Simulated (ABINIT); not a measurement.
## MgO (Fm-3m): G0W0 in ABINIT against the k mesh

Wanted: the cheapest k mesh that holds the gap of MgO (Fm-3m).

Main program and level: ABINIT 10.8.3; PBE and many-body steps on it, plane waves.

### 1. The starting structure

Symmetry: Fm-3m, No. 225, cubic system. The conventional cell has a = 4.194 Å, b = 4.194 Å, c = 4.194 Å, α = 90.00°, β = 90.00°, γ = 90.00°. Nearest to Mg lie 6 O at 2.10 Å. O has 6 Mg at 2.10 Å nearest. Farther neighbours and most contacts between anions are not listed.

The cell and positions are those that the Materials Project relaxed with its own functionals (PBE, PBE+U or r2SCAN), kept fixed.

### 2. Empty states on the mesh, 4×4×4 mesh, 71 bands

This step: ABINIT 10.8.3; DFT, PBE, plane waves, norm-conserving pseudopotentials.

The sums over transitions need many empty states on a uniform mesh; this step solves for them.

The input, run.abi:

```
acell 3*1.0 Angstrom
rprim 
  -0.000000000000 2.097001392700 2.097001392700
  2.097001392700 -0.000000000000 2.097001392700
  2.097001392700 2.097001392700 -0.000000000000
ntypat 2
znucl 12 8
natom 2
typat 1 2
xred 
  0.000000000000 0.000000000000 0.000000000000
  0.500000000000 0.500000000000 0.500000000000
pp_dirpath "pseudos"
pseudos "Mg.upf, O.upf"
ecut 38
ngkpt 4 4 4
nshiftk 1
shiftk 0 0 0
kptopt 1
chksymbreak 0
irdden 1
istwfk *1
nband 71
prtvol 0
optdriver 6
gwr_task "HDIAGO"
paral_kgb 0
occopt 1
indata_prefix "in"
outdata_prefix "out"
tmpdata_prefix "tmp"
```

Command:

```sh
> OMP_NUM_THREADS=1 mpirun -n 4 abinit run.abi > log
```

Numbers of over 12 decimals in the logs are rounded to 6 here.

Output:

```text
.Version 10.8.3 of ABINIT. v10.8.2 released Aug 2026.

 Symmetries : space group Fm -3 m (#225); Bravais cF (face-center cubic)
[... echo of the input left out ...]
== DATASET  1 ==================================================================
-   mpi_nproc: 4, omp_nthreads: 1 (-1 if OMP is not activated)

--- !DatasetInfo
iteration_state: {dtset: 1, }
dimensions: {natom: 2, nkpt: 8, mband: 71, nsppol: 1, nspinor: 1, nspden: 1, mpw: 1411, }
cutoff_energies: {ecut:  38.0, pawecutdg:  -1.0, }
[...]
Direct band gap semiconductor
 Fundamental gap:     4.895 (eV)
   VBM:     4.841 (eV) at k: [ 0.0000E+00,  0.0000E+00,  0.0000E+00]
   CBM:     9.736 (eV) at k: [ 0.0000E+00,  0.0000E+00,  0.0000E+00]
 Direct gap:         4.895 (eV) at k: [ 0.0000E+00,  0.0000E+00,  0.0000E+00]

== END DATASET(S) ==============================================================
================================================================================

 -outvars: echo values of variables after computation  --------
           etotal      0.0000000000E+00
            nband          71
             nkpt           8
          spgroup         225
 [... the other variables as echoed above ...]

 Calculation completed.
```

Elapsed: 11 s, on 4 MPI ranks of Arm Neoverse N1, shared host; peak memory 0.69 GiB; 42 s of CPU time.

This step gave:

| Property | Result |
| --- | --- |
| gap | 4.895 eV |
| k of the valence top | 0, 0, 0 |
| k of the conduction bottom | 0, 0, 0 |
| least direct gap | 4.895 eV |
| k points computed | 8 |
| lowest point of the top converged band, above the valence top | 106.6490 eV |

On this mesh the gap is 4.895 eV.

The density comes from a self-consistent run that is not shown.

### 3. Empty states on the mesh, 2×2×2 mesh, 25 bands

Edit run.abi of step 2 so:

```diff
@@ -15,3 +15,3 @@
 ecut 38
-ngkpt 4 4 4
+ngkpt 2 2 2
 nshiftk 1
@@ -20,10 +20,10 @@
 chksymbreak 0
+iscf -2
 irdden 1
 istwfk *1
-nband 71
+nband 25
+nbdbuf 4
+tolwfr 1e-09
+nstep 60
 prtvol 0
-optdriver 6
-gwr_task "HDIAGO"
-paral_kgb 0
-occopt 1
 indata_prefix "in"
```

Output:

```text
.Version 10.8.3 of ABINIT. v10.8.2 released Aug 2026.

 Symmetries : space group Fm -3 m (#225); Bravais cF (face-center cubic)
[... echo of the input left out ...]
== DATASET  1 ==================================================================
-   mpi_nproc: 4, omp_nthreads: 1 (-1 if OMP is not activated)
-    --> not optimal distribution: autoparal keyword recommended in input file <--

--- !DatasetInfo
iteration_state: {dtset: 1, }
dimensions: {natom: 2, nkpt: 3, mband: 25, nsppol: 1, nspinor: 1, nspden: 1, mpw: 1411, }
cutoff_energies: {ecut:  38.0, pawecutdg:  -1.0, }
[...]
0.35778    0.76721    0.76721    0.76721    0.90692    0.98181    0.98181    1.08114
   1.08114    1.08114    1.59906    1.59906    1.59906    1.62719    2.05588    2.05588
   2.05588
 prteigrs : prtvol=0 or 1, do not print more k-points.

== END DATASET(S) ==============================================================
================================================================================

 -outvars: echo values of variables after computation  --------
            nband          25
             nkpt           3
          spgroup         225
 [... the other variables as echoed above ...]

 Calculation completed.
```

The job ended after 2.9 s (4 MPI ranks; peak memory 0.07 GiB; 11 s of CPU time).

This step gave:

- gap: 4.895 eV
- k of the valence top: 0, 0, 0
- k of the conduction bottom: 0, 0, 0
- least direct gap: 4.895 eV
- k points computed: 3
- lowest point of the top converged band, above the valence top: 38.67 eV

On this mesh the gap is 4.895 eV.

### 4. Empty states on the mesh, 6×6×6 mesh, 25 bands

Edit run.abi of step 3 so:

```diff
@@ -15,3 +15,3 @@
 ecut 38
-ngkpt 2 2 2
+ngkpt 6 6 6
 nshiftk 1
```

Output:

```text
.Version 10.8.3 of ABINIT. v10.8.2 released Aug 2026.

 Symmetries : space group Fm -3 m (#225); Bravais cF (face-center cubic)
[... echo of the input left out ...]
== DATASET  1 ==================================================================
-   mpi_nproc: 4, omp_nthreads: 1 (-1 if OMP is not activated)

--- !DatasetInfo
iteration_state: {dtset: 1, }
dimensions: {natom: 2, nkpt: 16, mband: 25, nsppol: 1, nspinor: 1, nspden: 1, mpw: 1411, }
cutoff_energies: {ecut:  38.0, pawecutdg:  -1.0, }
[...]
0.35778    0.76721    0.76721    0.76721    0.90692    0.98181    0.98181    1.08114
   1.08114    1.08114    1.59906    1.59906    1.59906    1.62719    2.05588    2.05588
   2.05588
 prteigrs : prtvol=0 or 1, do not print more k-points.

== END DATASET(S) ==============================================================
================================================================================

 -outvars: echo values of variables after computation  --------
            nband          25
             nkpt          16
          spgroup         225
 [... the other variables as echoed above ...]

 Calculation completed.
```

Elapsed: 4.2 s, on 4 MPI ranks; peak memory 0.24 GiB.

This step gave:

```yaml
gap: 4.895 eV
k_of_the_valence_top: 0, 0, 0
k_of_the_conduction_bottom: 0, 0, 0
least_direct_gap: 4.895 eV
k_points_computed: 16
lowest_point_of_the_top_converged_band_above_the_valence_top: 35.56 eV
```

On this mesh the gap is 4.895 eV.

### 5. Empty states on the mesh, 8×8×8 mesh, 25 bands

Edit run.abi of step 4 so:

```diff
@@ -15,3 +15,3 @@
 ecut 38
-ngkpt 6 6 6
+ngkpt 8 8 8
 nshiftk 1
```

Output:

```text
.Version 10.8.3 of ABINIT. v10.8.2 released Aug 2026.

 Symmetries : space group Fm -3 m (#225); Bravais cF (face-center cubic)
[... echo of the input left out ...]
== DATASET  1 ==================================================================
-   mpi_nproc: 4, omp_nthreads: 1 (-1 if OMP is not activated)

--- !DatasetInfo
iteration_state: {dtset: 1, }
dimensions: {natom: 2, nkpt: 29, mband: 25, nsppol: 1, nspinor: 1, nspden: 1, mpw: 1411, }
cutoff_energies: {ecut:  38.0, pawecutdg:  -1.0, }
[...]
0.35778    0.76721    0.76721    0.76721    0.90692    0.98181    0.98181    1.08114
   1.08114    1.08114    1.59906    1.59906    1.59906    1.62719    2.05588    2.05588
   2.05588
 prteigrs : prtvol=0 or 1, do not print more k-points.

== END DATASET(S) ==============================================================
================================================================================

 -outvars: echo values of variables after computation  --------
            nband          25
             nkpt          29
          spgroup         225
 [... the other variables as echoed above ...]

 Calculation completed.
```

Run time: 6.4 s. Hardware: 4 MPI ranks; peak memory 0.24 GiB; 25 s of CPU time.

Numbers from this step:

```
gap                                                           : 4.895 eV
k of the valence top                                          : 0, 0, 0
k of the conduction bottom                                    : 0, 0, 0
least direct gap                                              : 4.895 eV
k points computed                                             : 29
lowest point of the top converged band, above the valence top : 36.16 eV
```

On this mesh the gap is 4.895 eV.

### 6. Screening, 2×2×2 mesh, 21 bands, screening to 130.6 eV

The RPA dielectric matrix is built and inverted for each q.

This step: RPA screening on PBE, plane waves, norm-conserving pseudopotentials.

Edit run.abi of step 5 so:

```diff
@@ -15,3 +15,3 @@
 ecut 38
-ngkpt 8 8 8
+ngkpt 2 2 2
 nshiftk 1
@@ -20,10 +20,11 @@
 chksymbreak 0
-iscf -2
-irdden 1
 istwfk *1
-nband 25
-nbdbuf 4
-tolwfr 1e-09
-nstep 60
-prtvol 0
+occopt 1
+irdwfk 1
+optdriver 3
+nband 21
+ecuteps 4.8
+inclvkb 2
+awtr 1
+symchi 1
 indata_prefix "in"
```

Output:

```text
.Version 10.8.3 of ABINIT. v10.8.2 released Aug 2026.

 Symmetries : space group Fm -3 m (#225); Bravais cF (face-center cubic)
[... echo of the input left out ...]
== DATASET  1 ==================================================================
-   mpi_nproc: 4, omp_nthreads: 1 (-1 if OMP is not activated)

--- !DatasetInfo
iteration_state: {dtset: 1, }
dimensions: {natom: 2, nkpt: 3, mband: 21, nsppol: 1, nspinor: 1, nspden: 1, mpw: 1411, }
cutoff_energies: {ecut:  38.0, pawecutdg:  -1.0, }
electrons: {nelect:   1.60000000E+01, charge:   0.00000000E+00, occopt:   1.00000000E+00, tsmear:   1.00000000E-02, }

 SCREENING: Calculation of the susceptibility and dielectric matrices

 Based on a program developped by R.W. Godby, V. Olevano, G. Onida, and L. Reining.
 Incorporated in ABINIT by V. Olevano, G.-M. Rignanese, and M. Torrent.
.Using double precision arithmetic ; gwpc =  8

[... cell and pseudopotentials left out ...]
--------------------------------------------------------------------------------

 ==== K-mesh for the wavefunctions ====
 Number of points in the irreducible wedge :     3
[... list of points left out ...]
 Together with 48 symmetry operations and time-reversal symmetry
 yields     8 points in the full Brillouin Zone.

 ==== Q-mesh for the screening function ====
 Number of points in the irreducible wedge :     3
[... list of points left out ...]
 Together with 48 symmetry operations and time-reversal symmetry
 yields     8 points in the full Brillouin Zone.

 setmesh: FFT mesh size selected  =    24x   24x   24
          total number of points  =        13824

 vcoul_init : cutoff-mode = AUXILIARY_FUNCTION
 q-points for optical limit:   1
     1)      0.000010    0.000020    0.000030

- screening: taking advantage of time-reversal symmetry
- Maximum band index for partially occupied states nbvw = 8
- Remaining bands to be divided among processors   nbcw = 13
- Number of bands treated by each node ~3

 Number of electrons calculated from density =   16.0000; Expected =   16.0000
 average of density, n =  0.128557
 r_s =    1.2291
 omega_plasma =   34.5863 [eV]

 calculating chi0 at frequencies [eV] :
  1    0.000000E+00    0.000000E+00
  2    0.000000E+00    3.458631E+01

--------------------------------------------------------------------------------
  q-point number  1        q = ( 0.000000, 0.000000, 0.000000) [r.l.u.]
--------------------------------------------------------------------------------
[... chi0 elements left out ...]
 For q-point:  0.000010 0.000020 0.000030
  dielectric constant =   5.0653
  dielectric constant without local fields =   5.4314

  Average fulfillment of the sum rule on Im[epsilon] for q-point    1 :     19.16  [%]
[... wings left out ...]
  q-point number  2        q = ( 0.500000, 0.000000, 0.000000) [r.l.u.]
--------------------------------------------------------------------------------
[... chi0 elements left out ...]
  Average fulfillment of the sum rule on Im[epsilon] for q-point    2 :     32.34  [%]

 [... 1 further q-points ...]
```

Elapsed: 2.7 s, on 4 MPI ranks; peak memory 0.08 GiB.

This step gave:

```yaml
eps_infinity_with_local_fields_on_this_mesh_along_the_program_s_q_direction: 5.065
the_same_without_local_fields: 5.431
plasma_frequency: 34.59 eV
plane_waves_in_the_screening_matrix: 59
```

Local fields lower ε∞ by 7 %. On a Γ-centred mesh this coarse the value itself is usually too large, while a short band sum pulls it down.

### 7. 2×2×2

This step: G0W0 on PBE, plane waves, norm-conserving pseudopotentials.

Edit run.abi of step 6 so:

```diff
@@ -23,8 +23,15 @@
 irdwfk 1
-optdriver 3
+optdriver 4
 nband 21
+gwcalctyp 0
+ecutsigx 38
+symsigma 1
+nkptgw 1
+kptgw 
+  0.0000000000 0.0000000000 0.0000000000
+bdgw 
+  6 12
 ecuteps 4.8
-inclvkb 2
-awtr 1
-symchi 1
+irdscr 1
+ppmodel 1
 indata_prefix "in"
```

Output:

```text
.Version 10.8.3 of ABINIT. v10.8.2 released Aug 2026.

 Symmetries : space group Fm -3 m (#225); Bravais cF (face-center cubic)
[... echo of the input left out ...]
== DATASET  1 ==================================================================
-   mpi_nproc: 4, omp_nthreads: 1 (-1 if OMP is not activated)

--- !DatasetInfo
iteration_state: {dtset: 1, }
dimensions: {natom: 2, nkpt: 3, mband: 21, nsppol: 1, nspinor: 1, nspden: 1, mpw: 1411, }
cutoff_energies: {ecut:  38.0, pawecutdg:  -1.0, }
electrons: {nelect:   1.60000000E+01, charge:   0.00000000E+00, occopt:   1.00000000E+00, tsmear:   1.00000000E-02, }

 SIGMA: Calculation of the GW corrections

 Based on a program developped by R.W. Godby, V. Olevano, G. Onida, and L. Reining.
 Incorporated in ABINIT by V. Olevano, G.-M. Rignanese, and M. Torrent.
.Using double precision arithmetic ; gwpc =  8

[... cell and pseudopotentials left out ...]
--------------------------------------------------------------------------------

 ==== K-mesh for the wavefunctions ====
 Number of points in the irreducible wedge :     3
[... list of points left out ...]
 Together with 48 symmetry operations and time-reversal symmetry
 yields     8 points in the full Brillouin Zone.

 ==== Q-mesh for screening function ====
 Number of points in the irreducible wedge :     3
[... list of points left out ...]
 Together with 48 symmetry operations and time-reversal symmetry
 yields     8 points in the full Brillouin Zone.

 vcoul_init : cutoff-mode = AUXILIARY_FUNCTION
 q-points for optical limit:   1
     1)      0.000010    0.000020    0.000030
 setmesh: FFT mesh size selected  =    32x   32x   32
          total number of points  =        32768

 Number of electrons calculated from density =   16.0000; Expected =   16.0000
 average of density, n =  0.128557
 r_s =    1.2291
 omega_plasma =   34.5863 [eV]

 === KS Band Gaps ===
  >>>> For spin  1
   Minimum direct gap =   4.8948 [eV], located at k-point      :   0.0000  0.0000  0.0000
   Fundamental gap    =   4.8948 [eV], Top of valence bands at :   0.0000  0.0000  0.0000
                                       Bottom of conduction at :   0.0000  0.0000  0.0000
 SIGMA fundamental parameters:
 PLASMON POLE MODEL  1
 number of plane-waves for SigmaX                 1411
 number of plane-waves for SigmaC and W             59
 number of plane-waves for wavefunctions          1411
 number of bands                                    21
 number of independent spin polarizations            1
 number of spinorial components                      1
 number of k-points in IBZ                           3
 number of q-points in IBZ                           3
 number of symmetry operations                      48
 number of k-points in BZ                            8
 number of q-points in BZ                            8
 number of frequencies for dSigma/dE                 9
 frequency step for dSigma/dE [eV]                0.25
 number of omega for Sigma on real axis              0
 max omega for Sigma on real axis  [eV]           0.00
 zcut for avoiding poles [eV]                     0.10

 EPSILON^-1 parameters (SCR file):
 dimension of the eps^-1 matrix on file             59
 dimension of the eps^-1 matrix used                59
 number of plane-waves for wavefunctions          1411
 number of bands                                    21
 number of q-points in IBZ                           3
 number of frequencies                               2
 number of real frequencies                          1
 number of imag frequencies                          1

 matrix elements of self-energy operator (all in [eV])

 Perturbative Calculation

--- !SelfEnergy_ee
iteration_state: {dtset: 1, }
kpoint     : [   0.000,    0.000,    0.000, ]
spin       : 1
KS_gap     :    4.895
QP_gap     :    6.611
Delta_QP_KS:    1.716
data: !SigmaeeData |
     Band     E0 <VxcDFT>   SigX SigC(E0)      Z dSigC/dE  Sig(E)    E-E0       E
        6   4.841 -20.288 -25.433   5.004   0.809  -0.235 -20.402  -0.114   4.727
        7   4.841 -20.288 -25.433   5.004   0.809  -0.235 -20.402  -0.114   4.727
        8   4.841 -20.288 -25.433   5.004   0.809  -0.235 -20.402  -0.114   4.727
        9   9.736 -13.376  -7.913  -3.574   0.848  -0.179 -11.774   1.603  11.338
       10  20.877  -9.416  -3.396  -3.926   0.862  -0.160  -7.610   1.806  22.683
       11  20.877  -9.416  -3.396  -3.926   0.862  -0.160  -7.610   1.806  22.683
       12  20.877  -9.416  -3.396  -3.926   0.862  -0.160  -7.610   1.806  22.683

== END DATASET(S) ==============================================================
================================================================================

 -outvars: echo values of variables after computation  --------
           etotal      0.0000000000E+00
            nband          21
             nkpt           3
          spgroup         225
 [... the other variables as echoed above ...]

 Calculation completed.
```

Elapsed: 2.7 s, on 4 MPI ranks; peak memory 0.09 GiB.

This step gave:

```
G0W0 gap on the points computed              : 6.611 eV
starting gap on the mesh                     : 4.895 eV
k of the valence top                         : 0, 0, 0
k of the conduction bottom                   : 0, 0, 0
Z at the valence top                         : 0.809
Z at the conduction bottom                   : 0.848
least direct G0W0 gap on the computed points : 6.611 eV
```

(Continued in part 2 of 2.)

[Paths, hosts, dates, memory and timing lines, banners, echoed tables and standing remarks are left out of the program output.]

[Logs are printed without paths, hosts, clocks, repeated set-up lines and the standing remarks that a program may print on its own settings, such as how far it seeks lower states.]

[Runs of the session that timed out or met a known fault of the program may be left out.]

[No measured gap is set beside runs whose start may be inverted or whose files or cutoffs have a known fault.]

[Hosts, paths, dates, database ids (printed as entryN), source tags and the programs' standing remarks are cut or masked in the printed files.]

[G0W0 gaps are taken among the corrected bands and points alone; a level outside them can change the order at an edge.]

[Where Ansatz stands beside ABINIT at settings called matched, ABINIT's density can come from a denser mesh and the files from another edition; pairs whose starting gaps differed by over 0.03 eV were left out, so agreement reads better than it is.]
